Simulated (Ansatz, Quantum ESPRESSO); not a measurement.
# Nb2COF MXene, 1 layer in an electric field, part 3 of 6

How does Nb2COF MXene, 1 layer respond to a gate-like field without added charge?

Quantum ESPRESSO 7.5; plane-wave DFT, PBE, GBRV ultrasoft pseudopotentials; geometry and cross-check by Ansatz 0.2.0 with PAW datasets.

So far. Step 3 (Ground state: no field): The run needed 17 iterations to bring the estimated error under 1e-09 Ry; the largest force on any atom, held or free, is 0.02 eV/Å. Step 4 (Electrostatic potential): The vacuum is flat to 0.1 meV/Å, so its level is well defined. Inside the slab the curve depends on the local part of the pseudopotentials; only the vacuum level has a meaning of its own.

**5. Band structure: no field**

The density is frozen and the levels are solved along a path.

f0.bands.in reads:

```
&control
  prefix = 'f0.bands'
  outdir = './out'
  pseudo_dir = './pseudo'
  calculation = 'bands'
  tefield = .true.
  dipfield = .true.
/
&system
  ibrav = 0
  nat = 5
  ntyp = 4
  ecutwfc = 40
  ecutrho = 200
  occupations = 'smearing'
  smearing = 'fd'
  degauss = 0.004
  edir = 3
  emaxpos = 0.97
  eopreg = 0.04
  eamp = 0.0
  nbnd = 27
/
&electrons
  conv_thr = 1e-07
  mixing_beta = 0.4
  electron_maxstep = 120
  mixing_mode = 'local-TF'
/
ATOMIC_SPECIES
  F   18.9984  f_pbe_v1.4.uspp.F.UPF
  Nb  92.9064  nb_pbe_v1.uspp.F.UPF
  C   12.0110  c_pbe_v1.2.uspp.F.UPF
  O   15.9990  o_pbe_v1.2.uspp.F.UPF
CELL_PARAMETERS angstrom
  3.14303685234012 -0.00000000000000 -0.00000000000000
  -1.57151842617006 2.72194975915722 -0.00000000000000
  -0.00000000000000 -0.00000000000000 21.54269237080000
ATOMIC_POSITIONS crystal
  F   0.333333333333 0.666666666667 0.379879162998
  Nb  0.666666666667 0.333333333333 0.445702865430
  C   0.000000000000 -0.000000000000 0.498652447475
  Nb  0.333333333333 0.666666666667 0.556713727214
  O   0.666666666667 0.333333333333 0.606307825083
K_POINTS crystal_b
4
  0.0000000000 0.0000000000 0.0000000000 14
  0.5000000000 0.0000000000 0.0000000000 14
  0.3333333333 0.3333333333 0.0000000000 14
  0.0000000000 0.0000000000 0.0000000000 1
```

Run with:

```bash
$ cp -r out/f0.save out/f0.bands.save
$ cp out/f0.xml out/f0.bands.xml
$ OMP_NUM_THREADS=1 mpirun -n 4 pw.x -nk 4 -in f0.bands.in > f0.bands.out
```

The log of the run:

```text
[banner, memory and clock lines left out]
Program PWSCF v.7.5 starts

          URL

     Presently no symmetry can be used with electric field

     Atomic positions and unit cell read from directory:
     ./out/f0.bands.save/

     G-vector sticks info

     bravais-lattice index     =            0
     lattice parameter (alat)  =       5.9395  a.u.
     unit-cell volume          =    1243.7301 (a.u.)^3
     number of atoms/cell      =            5
     number of atomic types    =            4
     number of electrons       =        43.00
     number of Kohn-Sham states=           27
     kinetic-energy cutoff     =      40.0000  Ry
     charge density cutoff     =     200.0000  Ry
     Exchange-correlation= SLA  PW   PBE  PBE
                           (   1   4   3   4   0   0   0)

     celldm(1)=   5.939479  celldm(2)=   0.000000  celldm(3)=   0.000000
     celldm(4)=   0.000000  celldm(5)=   0.000000  celldm(6)=   0.000000

     crystal axes: (cart. coord. in units of alat)
               a(1) = (   1.000000  -0.000000  -0.000000 )
               a(2) = (  -0.500000   0.866025  -0.000000 )
               a(3) = (  -0.000000  -0.000000   6.854101 )

     reciprocal axes: (cart. coord. in units 2 pi/alat)
               b(1) = (  1.000000  0.577350  0.000000 )
               b(2) = (  0.000000  1.154701  0.000000 )
               b(3) = (  0.000000  0.000000  0.145898 )

     PseudoPot. # 1 for F  read from file:
     ./pseudo/f_pbe_v1.4.uspp.F.UPF
     Pseudo is Ultrasoft, Zval =  7.0
     Generated by new atomic code, or converted to UPF format
     Using radial grid of  799 points,  4 beta functions with:
                l(1) =   0
                l(2) =   0
                l(3) =   1
                l(4) =   1
     Q(r) pseudized with  8 coefficients,  rinner =    0.950   0.950   0.950

     PseudoPot. # 2 for Nb read from file:
     ./pseudo/nb_pbe_v1.uspp.F.UPF
     Pseudo is Ultrasoft + core correction, Zval = 13.0
     Generated by new atomic code, or converted to UPF format
     Using radial grid of  887 points,  6 beta functions with:
                l(1) =   0
                l(2) =   0
                l(3) =   1
                l(4) =   1
                l(5) =   2
                l(6) =   2
     Q(r) pseudized with  6 coefficients,  rinner =    1.000   1.000   1.000
                                                       1.000   1.000

     PseudoPot. # 3 for C  read from file:
     ./pseudo/c_pbe_v1.2.uspp.F.UPF
     Pseudo is Ultrasoft + core correction, Zval =  4.0
     Generated by new atomic code, or converted to UPF format
     Using radial grid of  721 points,  4 beta functions with:
                l(1) =   0
                l(2) =   0
                l(3) =   1
                l(4) =   1
     Q(r) pseudized with  8 coefficients,  rinner =    1.100   1.100   1.100

     PseudoPot. # 4 for O  read from file:
     ./pseudo/o_pbe_v1.2.uspp.F.UPF
     Pseudo is Ultrasoft + core correction, Zval =  6.0
     Generated by new atomic code, or converted to UPF format
     Using radial grid of  737 points,  5 beta functions with:
                l(1) =   0
                l(2) =   0
                l(3) =   1
                l(4) =   1
                l(5) =   2
     Q(r) pseudized with  8 coefficients,  rinner =    0.900   0.900   0.900
                                                       0.900   0.900

     atomic species   valence    mass     pseudopotential
     F                 7.00    18.99840     F ( 1.00)
     Nb               13.00    92.90640     Nb( 1.00)
     C                 4.00    12.01100     C ( 1.00)
     O                 6.00    15.99900     O ( 1.00)

     No symmetry found

   Cartesian axes

     site n.     atom                  positions (alat units)
         1        F      tau(   1) = (  -0.0000000   0.5773503   2.6037302  )
         2        Nb     tau(   2) = (   0.5000000   0.2886751   3.0548925  )
         3        C      tau(   3) = (   0.0000000  -0.0000000   3.4178143  )
         4        Nb     tau(   4) = (  -0.0000000   0.5773503   3.8157722  )
         5        O      tau(   5) = (   0.5000000   0.2886751   4.1556951  )

     number of k points=    43  Fermi-Dirac smearing, width (Ry)=  0.0040
                       cart. coord. in units 2pi/alat
        k(    1) = (   0.0000000   0.0000000   0.0000000), wk =   0.0465116
        k(    2) = (   0.0357143   0.0206197   0.0000000), wk =   0.0465116
        k(    3) = (   0.0714286   0.0412393   0.0000000), wk =   0.0465116
        k(    4) = (   0.1071429   0.0618590   0.0000000), wk =   0.0465116
        k(    5) = (   0.1428571   0.0824786   0.0000000), wk =   0.0465116
        k(    6) = (   0.1785714   0.1030983   0.0000000), wk =   0.0465116
        k(    7) = (   0.2142857   0.1237179   0.0000000), wk =   0.0465116
        k(    8) = (   0.2500000   0.1443376   0.0000000), wk =   0.0465116
        k(    9) = (   0.2857143   0.1649572   0.0000000), wk =   0.0465116
        k(   10) = (   0.3214286   0.1855769   0.0000000), wk =   0.0465116
        k(   11) = (   0.3571429   0.2061965   0.0000000), wk =   0.0465116
        k(   12) = (   0.3928571   0.2268162   0.0000000), wk =   0.0465116
        k(   13) = (   0.4285714   0.2474358   0.0000000), wk =   0.0465116
        k(   14) = (   0.4642857   0.2680555   0.0000000), wk =   0.0465116
        k(   15) = (   0.5000000   0.2886751   0.0000000), wk =   0.0465116
        k(   16) = (   0.4880952   0.3092948   0.0000000), wk =   0.0465116
        k(   17) = (   0.4761905   0.3299144   0.0000000), wk =   0.0465116
        k(   18) = (   0.4642857   0.3505341   0.0000000), wk =   0.0465116
        k(   19) = (   0.4523810   0.3711537   0.0000000), wk =   0.0465116
        k(   20) = (   0.4404762   0.3917734   0.0000000), wk =   0.0465116
        k(   21) = (   0.4285714   0.4123930   0.0000000), wk =   0.0465116
        k(   22) = (   0.4166667   0.4330127   0.0000000), wk =   0.0465116
        k(   23) = (   0.4047619   0.4536324   0.0000000), wk =   0.0465116
        k(   24) = (   0.3928571   0.4742520   0.0000000), wk =   0.0465116
        k(   25) = (   0.3809524   0.4948717   0.0000000), wk =   0.0465116
        k(   26) = (   0.3690476   0.5154913   0.0000000), wk =   0.0465116
        k(   27) = (   0.3571429   0.5361110   0.0000000), wk =   0.0465116
        k(   28) = (   0.3452381   0.5567306   0.0000000), wk =   0.0465116
        k(   29) = (   0.3333333   0.5773503   0.0000000), wk =   0.0465116
        k(   30) = (   0.3095238   0.5361110   0.0000000), wk =   0.0465116
        k(   31) = (   0.2857143   0.4948717   0.0000000), wk =   0.0465116
[...]
3.6809   3.7698   4.2795

          k = 0.4524 0.3712 0.0000 (  5334 PWs)   bands (ev):

   -54.9672 -54.7939 -31.6065 -31.4264 -31.0628 -31.0528 -30.8530 -30.8144
   -23.8765 -17.3881 -10.3325  -6.6872  -5.8241  -5.7228  -5.2736  -4.1923
    -3.7424  -3.3607  -3.2824  -2.2690  -0.5632   2.4057   2.5489   3.4051
     3.6260   3.7682   4.3340

          k = 0.4405 0.3918 0.0000 (  5344 PWs)   bands (ev):

   -54.9662 -54.7932 -31.5943 -31.4179 -31.0859 -31.0506 -30.8562 -30.8297
   -23.8745 -17.3809 -10.3328  -6.6423  -5.8028  -5.7506  -5.2323  -4.2178
    -3.7625  -3.4166  -3.2578  -2.2916  -0.4791   2.3190   2.4714   3.3169
     3.5834   3.7747   4.4053

          k = 0.4286 0.4124 0.0000 (  5348 PWs)   bands (ev):

   -54.9650 -54.7923 -31.5796 -31.4078 -31.1145 -31.0459 -30.8671 -30.8405
   -23.8723 -17.3731 -10.3331  -6.5919  -5.7824  -5.7730  -5.1906  -4.2421
    -3.8033  -3.4660  -3.2200  -2.3273  -0.3744   2.1612   2.4554   3.2144
     3.5448   3.7849   4.4904

          k = 0.4167 0.4330 0.0000 (  5356 PWs)   bands (ev):

   -54.9638 -54.7915 -31.5626 -31.3966 -31.1457 -31.0416 -30.8851 -30.8461
   -23.8700 -17.3649 -10.3333  -6.5382  -5.7983  -5.7581  -5.1461  -4.2652
    -3.8688  -3.4924  -3.1772  -2.3763  -0.2489   1.9970   2.4326   3.1130
     3.5084   3.7962   4.5883

          k = 0.4048 0.4536 0.0000 (  5360 PWs)   bands (ev):

   -54.9625 -54.7906 -31.5437 -31.3848 -31.1784 -31.0391 -30.9039 -30.8504
   -23.8676 -17.3570 -10.3333  -6.4833  -5.8195  -5.7409  -5.0953  -4.2885
    -3.9515  -3.4968  -3.1313  -2.4375  -0.1030   1.8373   2.3880   3.0230
     3.4743   3.8074   4.6981

          k = 0.3929 0.4743 0.0000 (  5360 PWs)   bands (ev):

   -54.9613 -54.7897 -31.5231 -31.3729 -31.2117 -31.0402 -30.9192 -30.8553
   -23.8655 -17.3495 -10.3329  -6.4291  -5.8422  -5.7284  -5.0357  -4.3154
    -4.0385  -3.4858  -3.0838  -2.5085   0.0616   1.6851   2.3168   2.9508
     3.4433   3.8185   4.8180

          k = 0.3810 0.4949 0.0000 (  5362 PWs)   bands (ev):

   -54.9601 -54.7889 -31.5012 -31.3618 -31.2442 -31.0461 -30.9280 -30.8610
   -23.8635 -17.3430 -10.3323  -6.3774  -5.8678  -5.7204  -4.9673  -4.3505
    -4.1173  -3.4646  -3.0358  -2.5861   0.2419   1.5423   2.2223   2.8972
     3.4158   3.8291   4.9443

          k = 0.3690 0.5155 0.0000 (  5362 PWs)   bands (ev):

   -54.9591 -54.7881 -31.4789 -31.3531 -31.2741 -31.0560 -30.9301 -30.8674
   -23.8619 -17.3378 -10.3313  -6.3303  -5.8964  -5.7156  -4.8928  -4.3979
    -4.1780  -3.4374  -2.9889  -2.6660   0.4317   1.4114   2.1136   2.8593
     3.3927   3.8387   5.0709

          k = 0.3571 0.5361 0.0000 (  5362 PWs)   bands (ev):

   -54.9583 -54.7876 -31.4575 -31.3492 -31.2983 -31.0667 -30.9273 -30.8742
   -23.8607 -17.3339 -10.3301  -6.2905  -5.9253  -5.7125  -4.8186  -4.4547
    -4.2177  -3.4086  -2.9444  -2.7425   0.6176   1.2975   2.0044   2.8336
     3.3748   3.8465   5.1872

          k = 0.3452 0.5567 0.0000 (  5370 PWs)   bands (ev):

   -54.9578 -54.7872 -31.4401 -31.3523 -31.3118 -31.0747 -30.9227 -30.8803
   -23.8599 -17.3315 -10.3291  -6.2628  -5.9486  -5.7105  -4.7567  -4.5069
    -4.2396  -3.3845  -2.9046  -2.8076   0.7684   1.2159   1.9134   2.8182
     3.3631   3.8518   5.2758

          k = 0.3333 0.5774 0.0000 (  5382 PWs)   bands (ev):

   -54.9576 -54.7871 -31.4330 -31.3557 -31.3153 -31.0776 -30.9202 -30.8831
   -23.8596 -17.3307 -10.3286  -6.2528  -5.9579  -5.7098  -4.7304  -4.5297
    -4.2469  -3.3742  -2.8818  -2.8408   0.8263   1.1916   1.8732   2.8130
     3.3590   3.8537   5.3108

          k = 0.3095 0.5361 0.0000 (  5372 PWs)   bands (ev):

   -54.9585 -54.7877 -31.4517 -31.3531 -31.2974 -31.0665 -30.9306 -30.8721
   -23.8607 -17.3337 -10.3319  -6.2852  -5.9221  -5.7143  -4.7960  -4.4817
    -4.2155  -3.4247  -2.8909  -2.7851   0.7113   1.1325   2.0622   2.8362
     3.3786   3.8453   5.1762

          k = 0.2857 0.4949 0.0000 (  5366 PWs)   bands (ev):

   -54.9612 -54.7896 -31.4743 -31.3619 -31.2518 -31.0407 -30.9479 -30.8518
   -23.8639 -17.3424 -10.3455  -6.3379  -5.8455  -5.7315  -4.8777  -4.4416
    -4.1310  -3.5492  -2.8753  -2.6991   0.5495   0.9387   2.4079   2.9126
     3.4484   3.8200   4.8788

          k = 0.2619 0.4536 0.0000 (  5354 PWs)   bands (ev):

   -54.9660 -54.7930 -31.4817 -31.3672 -31.2037 -31.0190 -30.9508 -30.8313
   -23.8692 -17.3557 -10.3748  -6.3632  -5.7999  -5.7267  -4.9180  -4.4268
    -4.0321  -3.6926  -2.8880  -2.5927   0.4153   0.7178   2.6435   3.0216
     3.5848   3.7809   4.5138

          k = 0.2381 0.4124 0.0000 (  5328 PWs)   bands (ev):

   -54.9729 -54.7979 -31.4702 -31.3616 -31.1658 -31.0122 -30.9247 -30.8130
   -23.8764 -17.3733 -10.4225  -6.3427  -5.8480  -5.6501  -4.9080  -4.4290
    -3.9559  -3.8124  -2.9247  -2.4887   0.3200   0.5065   2.7583   3.0641
     3.6942   3.7681   4.1212

          k = 0.2143 0.3712 0.0000 (  5302 PWs)   bands (ev):

   -54.9817 -54.8042 -31.4410 -31.3458 -31.1443 -30.9969 -30.8870 -30.7971
   -23.8854 -17.3953 -10.4868  -6.2777  -5.9087  -5.5837  -4.8570  -4.4510
    -3.9872  -3.8130  -2.9624  -2.3955   0.2605   0.3203   2.8173   2.9968
     3.5348   3.7105   3.9378

          k = 0.1905 0.3299 0.0000 (  5304 PWs)   bands (ev):

   -54.9921 -54.8116 -31.4023 -31.3238 -31.1265 -30.9663 -30.8512 -30.7822
   -23.8962 -17.4222 -10.5622  -6.1871  -5.9600  -5.5436  -4.7843  -4.4949
    -4.0603  -3.7480  -2.9761  -2.3091   0.1574   0.2431   2.7658   2.8566
     3.1843   3.6385   3.9220

          k = 0.1667 0.2887 0.0000 (  5306 PWs)   bands (ev):

   -55.0036 -54.8199 -31.3808 -31.2842 -31.0909 -30.9298 -30.8242 -30.7644
   -23.9085 -17.4547 -10.6414  -6.1183  -5.9773  -5.5257  -4.7104  -4.5562
    -4.1168  -3.6683  -2.9412  -2.2260   0.0430   0.2466   2.3627   2.8283
     2.9889   3.5918   3.8472

          k = 0.1429 0.2474 0.0000 (  5296 PWs)   bands (ev):

   -55.0155 -54.8286 -31.3913 -31.2174 -31.0339 -30.8940 -30.8087 -30.7415
   -23.9221 -17.4929 -10.7175  -6.1386  -5.9220  -5.5178  -4.6754  -4.5954
    -4.1797  -3.5481  -2.8441  -2.1530  -0.0254   0.2763   1.9136   2.7393
     2.9144   3.5433   3.7326

          k = 0.1190 0.2062 0.0000 (  5278 PWs)   bands (ev):

   -55.0272 -54.8371 -31.4162 -31.1392 -30.9665 -30.8621 -30.7985 -30.7174
   -23.9366 -17.5360 -10.7856  -6.2100  -5.8439  -5.5141  -4.7208  -4.5661
    -4.2638  -3.3643  -2.6925  -2.1052  -0.0457   0.3225   1.5262   2.6285
     2.8678   3.4658   3.6086

          k = 0.0952 0.1650 0.0000 (  5276 PWs)   bands (ev):

   -55.0379 -54.8450 -31.4441 -31.0610 -30.9040 -30.8385 -30.7811 -30.6961
   -23.9509 -17.5810 -10.8429  -6.2986  -5.7692  -5.5162  -4.7578  -4.5584
    -4.3528  -3.1218  -2.5113  -2.0936  -0.0251   0.3618   1.2462   2.5320
     2.8045   3.3507   3.4976

          k = 0.0714 0.1237 0.0000 (  5264 PWs)   bands (ev):

   -55.0470 -54.8517 -31.4694 -30.9908 -30.8599 -30.8280 -30.7452 -30.6796
   -23.9641 -17.6239 -10.8882  -6.3870  -5.6999  -5.5254  -4.7730  -4.5807
    -4.4286  -2.8520  -2.3340  -2.1133   0.0245   0.3582   1.0924   2.4664
     2.7151   3.2467   3.4094

          k = 0.0476 0.0825 0.0000 (  5250 PWs)   bands (ev):

   -55.0540 -54.8569 -31.4893 -30.9359 -30.8347 -30.8240 -30.7029 -30.6683
   -23.9748 -17.6597 -10.9212  -6.4611  -5.6347  -5.5392  -4.8025  -4.5842
    -4.4872  -2.6156  -2.1920  -2.1326   0.0939   0.3013   1.0341   2.4471
     2.6140   3.1993   3.3466

          k = 0.0238 0.0412 0.0000 (  5244 PWs)   bands (ev):

   -55.0584 -54.8601 -31.5018 -30.9021 -30.8222 -30.8206 -30.6715 -30.6621
   -23.9818 -17.6835 -10.9413  -6.5103  -5.5800  -5.5516  -4.8552  -4.5556
    -4.5256  -2.4910  -2.1064  -2.1025   0.1654   0.2303   1.0098   2.4746
     2.5321   3.1562   3.3044

          k = 0.0000 0.0000 0.0000 (  5259 PWs)   bands (ev):

   -55.0598 -54.8612 -31.5061 -30.8912 -30.8186 -30.8186 -30.6602 -30.6602
   -23.9843 -17.6918 -10.9480  -6.5276  -5.5567  -5.5567  -4.8820  -4.5391
    -4.5391  -2.4666  -2.0741  -2.0741   0.1983   0.1983   0.9993   2.5004
     2.5004   3.1085   3.3015

     XML data file, pseudopotentials, collected wavefunctions

                                        0.00s GPU  (     449 calls)
[key lines of the parts left out:]
Dipole field         -0.0010 Ry au,
```

Run time: 23 s. Hardware: 4 MPI ranks of Arm Neoverse V1, shared host; peak memory 0.33 GiB.

Band numbers count within the set of bands kept for display. Electronic bands along the path, in eV, zero at the Fermi level; # counts the bands kept:

```
  point     #7     #8     #9    #10    #11    #12   #13   #14
      Γ  -3.52  -3.13  -3.13  -0.85  -0.85  -0.05  1.45  1.45
halfway  -4.65  -3.57  -3.39  -1.58   0.28   0.29  1.51  2.00
      M  -4.43  -4.21  -3.31  -1.76   1.34   1.97  2.34  2.75
halfway  -4.54  -4.23  -3.43  -1.30   0.95   1.38  2.06  2.46
      K  -4.43  -3.93  -3.89  -0.22   0.14   0.82  1.76  2.31
halfway  -4.72  -3.99  -3.28  -1.01  -0.80   1.31  1.78  1.94
      Γ  -3.52  -3.13  -3.13  -0.85  -0.85  -0.05  1.45  1.45
```

**6. SCF with pw.x: field 0.1 V/Å**

eamp is the field in Hartree atomic units (1 a.u. = 51.42 V/Å). With dipfield on, it is the field in the vacuum beside an isolated sheet. The run starts from the density of the one before.

f1.in reads:

```
&control
  prefix = 'f1'
  outdir = './out'
  pseudo_dir = './pseudo'
  calculation = 'scf'
  tprnfor = .true.
  tefield = .true.
  dipfield = .true.
/
&system
  ibrav = 0
  nat = 5
  ntyp = 4
  ecutwfc = 40
  ecutrho = 200
  occupations = 'smearing'
  smearing = 'fd'
  degauss = 0.004
  edir = 3
  emaxpos = 0.97
  eopreg = 0.04
  eamp = 0.00194469
/
&electrons
  conv_thr = 1e-09
  mixing_beta = 0.4
  electron_maxstep = 120
  mixing_mode = 'plain'
  startingpot = 'file'
/
ATOMIC_SPECIES
  F   18.9984  f_pbe_v1.4.uspp.F.UPF
  Nb  92.9064  nb_pbe_v1.uspp.F.UPF
  C   12.0110  c_pbe_v1.2.uspp.F.UPF
  O   15.9990  o_pbe_v1.2.uspp.F.UPF
CELL_PARAMETERS angstrom
  3.14303685234012 -0.00000000000000 -0.00000000000000
  -1.57151842617006 2.72194975915722 -0.00000000000000
  -0.00000000000000 -0.00000000000000 21.54269237080000
ATOMIC_POSITIONS crystal
  F   0.333333333333 0.666666666667 0.379879162998
  Nb  0.666666666667 0.333333333333 0.445702865430
  C   0.000000000000 -0.000000000000 0.498652447475
  Nb  0.333333333333 0.666666666667 0.556713727214
  O   0.666666666667 0.333333333333 0.606307825083
K_POINTS automatic
  12 12 1 0 0 0
```

Run with:

```bash
$ cp -r out/f0.save out/f1.save
$ OMP_NUM_THREADS=1 mpirun -n 4 pw.x -nk 4 -in f1.in > f1.out
```

The log of the run:

```text
[banner, memory and clock lines left out]
Program PWSCF v.7.5 starts
[...]
number of electrons       =        43.00
     number of Kohn-Sham states=           26
     kinetic-energy cutoff     =      40.0000  Ry
     charge density cutoff     =     200.0000  Ry
[...]
number of k points=    74  Fermi-Dirac smearing, width (Ry)=  0.0040
[...]
Dense  grid:    59505 G-vectors     FFT dimensions: (  27,  27, 192)
[...]
The initial density is read from file :
[...]
negative rho (up, down):  3.796E-03 0.000E+00
[...]
Starting wfcs are   38 randomized atomic wfcs
[...]
negative rho (up, down):  3.799E-03 0.000E+00
[...]
estimated scf accuracy    <       0.03000967 Ry
[...]
negative rho (up, down):  3.804E-03 0.000E+00
[...]
estimated scf accuracy    <       1.73746500 Ry
[...]
negative rho (up, down):  3.797E-03 0.000E+00
[...]
estimated scf accuracy    <       0.00035113 Ry
[...]
negative rho (up, down):  3.796E-03 0.000E+00
[...]
estimated scf accuracy    <       0.00001050 Ry
[...]
negative rho (up, down):  3.796E-03 0.000E+00
[...]
estimated scf accuracy    <       0.00000178 Ry
[...]
negative rho (up, down):  3.797E-03 0.000E+00
[...]
estimated scf accuracy    <       0.00000029 Ry
[...]
negative rho (up, down):  3.797E-03 0.000E+00
[...]
estimated scf accuracy    <       0.00000007 Ry
[...]
negative rho (up, down):  3.797E-03 0.000E+00
[...]
estimated scf accuracy    <       0.00000002 Ry
[...]
negative rho (up, down):  3.797E-03 0.000E+00
[...]
estimated scf accuracy    <          8.6E-09 Ry
[...]
negative rho (up, down):  3.798E-03 0.000E+00
[...]
Computed dipole along edir(3) :
        Dipole               -0.0473 Ry au,         -0.1202 Debye
        Dipole field         -0.0005 Ry au,
        E field amplitude [Ha a.u.]:  1.9447E-03
        Potential amp.        0.1894 Ry
        Total length         39.0814 bohr
[...]
the Fermi energy is     1.0689 ev
!    total energy              =    -328.58817477 Ry
     estimated scf accuracy    <          4.0E-10 Ry
     smearing contrib. (-TS)   =      -0.00110779 Ry
     internal energy E=F+TS    =    -328.58706698 Ry
[...]
one-electron contribution =   -2786.22047288 Ry
     hartree contribution      =    1396.35652941 Ry
     xc contribution           =     -57.19371686 Ry
     ewald contribution        =    1118.47038679 Ry
     electric field correction =       0.00020655 Ry
     convergence has been achieved in  10 iterations
     negative rho (up, down):  3.798E-03 0.000E+00
[...]
Total force =     0.002363     Total SCF correction =     0.000100
[...]
```

Elapsed: 65 s, on 4 MPI ranks; peak memory 0.72 GiB.

This step gave:

| Property | Result |
| --- | --- |
| free energy | -4470.6699 eV |
| energy at zero smearing | -4470.6623 eV |
| Fermi energy | 1.069 eV |
| dipole along the normal | -0.02502 e·Å |

The dipole goes from -0.0512 to -0.0250 e Å, 0.2613 e Å per V/Å.

**7. Potential by pp.x**

f1.pot.in reads:

```
&inputpp
  prefix = 'f1'
  outdir = './out'
  filplot = 'f1.pot.dat'
  plot_num = 11
/
```

Run with:

```bash
$ OMP_NUM_THREADS=1 mpirun -n 4 pp.x -in f1.pot.in > f1.pot.out
```

Run time: 1 s. Hardware: 4 MPI ranks; peak memory 0.1 GiB.

This step gave:

```
slope of the potential above                                          : 0.1000 eV/Å
upper vacuum line continued to the top atoms, over the Fermi level    : 5.857 eV
slope of the potential below                                          : 0.09999 eV/Å
lower vacuum line continued to the bottom atoms, over the Fermi level : 4.840 eV
```

The slope in the vacuum is 0.100 eV/Å for an applied 0.10 V/Å, as it should be.

(Part 3 of 6 ends here.)

[Logs are printed without paths, hosts, clocks, repeated set-up lines and the standing remarks that a program may print on its own settings, such as how far it seeks lower states.]

[Hosts, paths, dates, database ids (printed as entryN), source tags and the programs' standing remarks are cut or masked in the printed files.]

[Maps of the electrostatic potential energy from Ansatz leave out the sawtooth potential of an applied field or a dipole correction, so their vacuum need not be flat; planar profiles and work functions include it.]
